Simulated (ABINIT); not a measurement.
# Quasiparticle gap of LiCl (Fm-3m) in ABINIT, part 3 of 3

How does a plane-wave GW calculation on LiCl (Fm-3m) run from the first input to the gap?

ABINIT 10.8.3; LDA and many-body steps on it, plane waves. Known limits of the many-body steps: not at the basis limit; coarse k mesh.

So far. Step 4 (Empty states on the mesh, 4×4×4 mesh, 76 bands): On this mesh the gap is 5.989 eV. Step 5 (Screening, 4×4×4 mesh, 68 bands, screening to 130.6 eV): Local fields lower ε∞ by 15 %. On a Γ-centred mesh this coarse the value itself is usually too large, while a short band sum pulls it down.

The database entry behind the starting cell differs from later determinations by our own check (0.1 to 0.3 % short, probably kX units), so it need not match the best structure at ambient conditions.

## Step 6: Self-energy, 4×4×4 mesh, 68 bands, screening to 130.6 eV

The self-energy is evaluated for the states that the input lists, and the levels follow from it, in one-shot runs by the linearised quasiparticle equation.

This step: G0W0 on LDA, plane waves, norm-conserving pseudopotentials.

The input, run.abi:

```
acell 3*1.0 Angstrom
rprim 
  0.000000000000 2.564770000000 2.564770000000
  2.564770000000 0.000000000000 2.564770000000
  2.564770000000 2.564770000000 -0.000000000000
ntypat 2
znucl 3 17
natom 2
typat 1 2
xred 
  0.000000000000 0.000000000000 0.000000000000
  0.500000000000 0.500000000000 0.500000000000
pp_dirpath "pseudos"
pseudos "Li.upf, Cl.upf"
ecut 33
ngkpt 4 4 4
nshiftk 1
shiftk 0 0 0
kptopt 1
chksymbreak 0
istwfk *1
occopt 1
irdwfk 1
optdriver 4
nband 68
gwcalctyp 0
ecutsigx 33
symsigma 1
nkptgw 1
kptgw 
  0.0000000000 0.0000000000 0.0000000000
bdgw 
  3 9
ecuteps 4.8
irdscr 1
ppmodel 1
indata_prefix "in"
outdata_prefix "out"
tmpdata_prefix "tmp"
```

The run is started by

```bash
$ OMP_NUM_THREADS=1 mpirun -n 4 abinit run.abi > log
```

Numbers of over 12 decimals in the logs are rounded to 6 here.

Output:

```text
.Version 10.8.3 of ABINIT. v10.8.2 released Aug 2026.

 Symmetries : space group Fm -3 m (#225); Bravais cF (face-center cubic)
[... echo of the input left out ...]
== DATASET  1 ==================================================================
-   mpi_nproc: 4, omp_nthreads: 1 (-1 if OMP is not activated)

--- !DatasetInfo
iteration_state: {dtset: 1, }
dimensions: {natom: 2, nkpt: 8, mband: 68, nsppol: 1, nspinor: 1, nspden: 1, mpw: 2085, }
cutoff_energies: {ecut:  33.0, pawecutdg:  -1.0, }
electrons: {nelect:   1.00000000E+01, charge:   0.00000000E+00, occopt:   1.00000000E+00, tsmear:   1.00000000E-02, }

 SIGMA: Calculation of the GW corrections

 Based on a program developped by R.W. Godby, V. Olevano, G. Onida, and L. Reining.
 Incorporated in ABINIT by V. Olevano, G.-M. Rignanese, and M. Torrent.
.Using double precision arithmetic ; gwpc =  8

[... cell and pseudopotentials left out ...]
--------------------------------------------------------------------------------

 ==== K-mesh for the wavefunctions ====
 Number of points in the irreducible wedge :     8
[... list of points left out ...]
 Together with 48 symmetry operations and time-reversal symmetry
 yields    64 points in the full Brillouin Zone.

 ==== Q-mesh for screening function ====
 Number of points in the irreducible wedge :     8
[... list of points left out ...]
 Together with 48 symmetry operations and time-reversal symmetry
 yields    64 points in the full Brillouin Zone.

 vcoul_init : cutoff-mode = AUXILIARY_FUNCTION
 q-points for optical limit:   1
     1)      0.000010    0.000020    0.000030
 setmesh: FFT mesh size selected  =    36x   36x   36
          total number of points  =        46656

 Number of electrons calculated from density =   10.0000; Expected =   10.0000
 average of density, n =  0.043917
 r_s =    1.7583
 omega_plasma =   20.2148 [eV]

 === KS Band Gaps ===
  >>>> For spin  1
   Minimum direct gap =   5.9890 [eV], located at k-point      :   0.0000  0.0000  0.0000
   Fundamental gap    =   5.9890 [eV], Top of valence bands at :   0.0000  0.0000  0.0000
                                       Bottom of conduction at :   0.0000  0.0000  0.0000
 SIGMA fundamental parameters:
 PLASMON POLE MODEL  1
 number of plane-waves for SigmaX                 2085
 number of plane-waves for SigmaC and W            113
 number of plane-waves for wavefunctions          2085
 number of bands                                    68
 number of independent spin polarizations            1
 number of spinorial components                      1
 number of k-points in IBZ                           8
 number of q-points in IBZ                           8
 number of symmetry operations                      48
 number of k-points in BZ                           64
 number of q-points in BZ                           64
 number of frequencies for dSigma/dE                 9
 frequency step for dSigma/dE [eV]                0.25
 number of omega for Sigma on real axis              0
 max omega for Sigma on real axis  [eV]           0.00
 zcut for avoiding poles [eV]                     0.10

 EPSILON^-1 parameters (SCR file):
 dimension of the eps^-1 matrix on file            113
 dimension of the eps^-1 matrix used               113
 number of plane-waves for wavefunctions          2085
 number of bands                                    68
 number of q-points in IBZ                           8
 number of frequencies                               2
 number of real frequencies                          1
 number of imag frequencies                          1

 matrix elements of self-energy operator (all in [eV])

 Perturbative Calculation

--- !SelfEnergy_ee
iteration_state: {dtset: 1, }
kpoint     : [   0.000,    0.000,    0.000, ]
spin       : 1
KS_gap     :    5.989
QP_gap     :    8.875
Delta_QP_KS:    2.886
data: !SigmaeeData |
     Band     E0 <VxcDFT>   SigX SigC(E0)      Z dSigC/dE  Sig(E)    E-E0       E
        3   0.082 -14.528 -18.906   2.235   0.802  -0.247 -16.246  -1.717  -1.635
        4   0.082 -14.528 -18.906   2.235   0.802  -0.247 -16.246  -1.717  -1.635
        5   0.082 -14.528 -18.906   2.235   0.802  -0.247 -16.246  -1.717  -1.635
        6   6.071  -9.728  -4.830  -3.511   0.843  -0.186  -8.559   1.169   7.240
        7  11.664  -9.876  -4.327  -3.728   0.832  -0.201  -8.360   1.516  13.180
        8  11.664  -9.876  -4.327  -3.728   0.832  -0.201  -8.360   1.516  13.180
        9  11.664  -9.876  -4.327  -3.728   0.832  -0.201  -8.360   1.516  13.180

== END DATASET(S) ==============================================================
================================================================================

 -outvars: echo values of variables after computation  --------
           etotal      0.0000000000E+00
            nband          68
             nkpt           8
          spgroup         225
 [... the other variables as echoed above ...]

 Calculation completed.
```

Elapsed: 2.6 s, on 4 MPI ranks of Arm Neoverse V1, shared host; peak memory 0.13 GiB.

This step gave:

| Item | Value |
| --- | --- |
| G0W0 gap on the points computed | 8.875 eV |
| starting gap on the mesh | 5.989 eV |
| k of the valence top | 0, 0, 0 |
| k of the conduction bottom | 0, 0, 0 |
| Z at the valence top | 0.802 |
| Z at the conduction bottom | 0.843 |
| least direct G0W0 gap on the computed points | 8.875 eV |

The gap on the mesh goes from 5.99 eV to 8.88 eV, a correction of +2.89 eV.

Limits: finite bands, cutoff and mesh; coarse k mesh. v1 is the top filled band, c1 the lowest empty one. Levels before and after the correction, in eV, zero at the valence-band top of each column:

|  | conduction bottom | valence top |
| --- | --- | --- |
| Kohn-Sham | 5.99 | 0.00 |
| G0W0 | 8.88 | 0.00 |

|  | level | energy (eV) |
| --- | --- | --- |
| Kohn-Sham | Γ v3-v1 | 0.000 |
| Kohn-Sham | Γ c1 | 5.989 |
| Kohn-Sham | Γ c2-c4 | 11.582 |
| G0W0 | Γ v3-v1 | 0.000 |
| G0W0 | Γ c1 | 8.875 |
| G0W0 | Γ c2-c4 | 14.815 |

## Step 7: Where the time went

Times are wall times on 4 MPI ranks of Arm Neoverse V1, shared host, good to a factor of about two.

| step | time | share | memory (GiB) |
| --- | --- | --- | --- |
| ground state | 6.2 s | 18 % | 0.33 |
| bands along the symmetry lines | 5.5 s | 16 % | 0.31 |
| empty states on the mesh | 15 s | 43 % | 1.2 |
| screening | 5.6 s | 16 % | 0.51 |
| self-energy | 2.6 s | 7 % | 0.13 |

## Step 8: Summary of results

```yaml
lda_gap: 5.99 eV, indirect (only 4 meV under the direct gap)
g0w0_gap_on_the_mesh: 8.88 eV
gw_settings: 4×4×4 mesh, 68 bands, screening to 130.6 eV, Godby-Needs plasmon pole
known_limits: not at the basis limit; coarse k mesh
```

G0W0 moves the gap on the mesh from 5.99 eV to 8.88 eV (+2.89 eV), with Z of 0.80 and 0.84 at the edges. Local fields lower the RPA ε∞ on this mesh from 3.52 to 3.00; a Γ-centred mesh this coarse tends to raise both, most where the direct gap is narrow, while a short band sum lowers them. Only 1 of the mesh's irreducible points was corrected, so a valley elsewhere could overtake. The dearest step here is «empty states on the mesh». Bands and cutoff are finite, so the gap is not at the basis limit. The miss can reach some tenths of an eV and take either sign; the mesh is an error of its own. In the G0W0 run levels were corrected at 1 k point alone, so a gap called «on the mesh» is the least over those, and an edge elsewhere would be missed. The 4×4×4 mesh is coarse for this cell, which bears on the long-range parts of exchange and screening.

[Paths, hosts, dates, memory and timing lines, banners, echoed tables and standing remarks are left out of the program output.]

[Logs are printed without paths, hosts, clocks, repeated set-up lines and the standing remarks that a program may print on its own settings, such as how far it seeks lower states.]

[Runs of the session that timed out or met a known fault of the program may be left out.]

[Hosts, paths, dates, database ids (printed as entryN), source tags and the programs' standing remarks are cut or masked in the printed files.]

[G0W0 gaps are taken among the corrected bands and points alone; a level outside them can change the order at an edge.]

[Where Ansatz stands beside ABINIT at settings called matched, ABINIT's density can come from a denser mesh and the files from another edition; pairs whose starting gaps differed by over 0.03 eV were left out, so agreement reads better than it is.]
